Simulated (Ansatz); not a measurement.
# KCdCO3F: which shell does photoemission see at 21.2 and 1486.7 eV? (PBEsol)

The valence band of KCdCO3F mixes several shells. Work out by hand which one leads the spectrum's area at each photon energy.

Filled states come from the projected DOS of Ansatz 0.2.0 (PBEsol, plane waves); cross sections σ and asymmetry parameters β are those of free atoms in a Dirac–Hartree–Slater calculation. A shell's area is states × σ × angular factor, which is 1 + β·P₂(cos θ) for linear light, with θ = 0° from the polarisation and P₂ = 1.000.

**At 21.2 eV** (states counted from 10.1 eV below the zero; other shells add 0.91 to the products' sum of 210):

```
shell  filled states a cell  cross section (Mb an electron)      β  angular factor  product  share by hand (%)  share in the simulated spectrum (%)
Cd 4d                 19.89                           0.964  -0.11            0.89     17.1                  8                                    8
 K 3s                  0.00                               0   0.00            1.00        0                  0                                    0
 F 2p                 11.52                            2.03   0.40            1.40     32.6                 16                                   16
 O 2p                 28.73                            2.73   0.81            1.81      142                 68                                   68
 C 2p                  2.77                            2.74   1.32            2.33     17.6                  8                                    8
```

**At 1486.7 eV** (states counted from 28.4 eV below the zero; other shells add 0.07 to the products' sum of 0.216):

```
shell  filled states a cell  cross section (Mb an electron)     β  angular factor  product  share by hand (%)  share in the simulated spectrum (%)
Cd 4d                 19.97                         0.00257  1.29            2.29    0.118                 55                                   56
 K 3s                  3.98                         0.00195  2.00            3.00   0.0232                 11                                    9
 F 2p                 11.55                        0.000125  0.60            1.60  0.00232                  1                                    1
 O 2p                 29.60                        6.28e-05  0.51            1.51  0.00281                  1                                    1
 C 2p                  5.04                        9.78e-06  0.34            1.34  6.6e-05                  0                                    0
```

O 2p leads at 21.2 eV and Cd 4d at 1486.7 eV. Between the two energies σ of O 2p changes by a factor 2.3e-5 and that of Cd 4d by 0.0027, so their ratio moves 116-fold in favour of the second. The simulated spectrum uses the same rule on the energy-resolved DOS, so the two share columns agree within a few points.

Only crystals where the two columns agree within 4 points and the lead is clear are worked in this form. Free-atom cross sections ignore the solid's final states, no escape depth or background enters, and the count of states a shell hangs on the projection.

[Logs are printed without paths, hosts, clocks, repeated set-up lines and the standing remarks that a program may print on its own settings, such as how far it seeks lower states.]
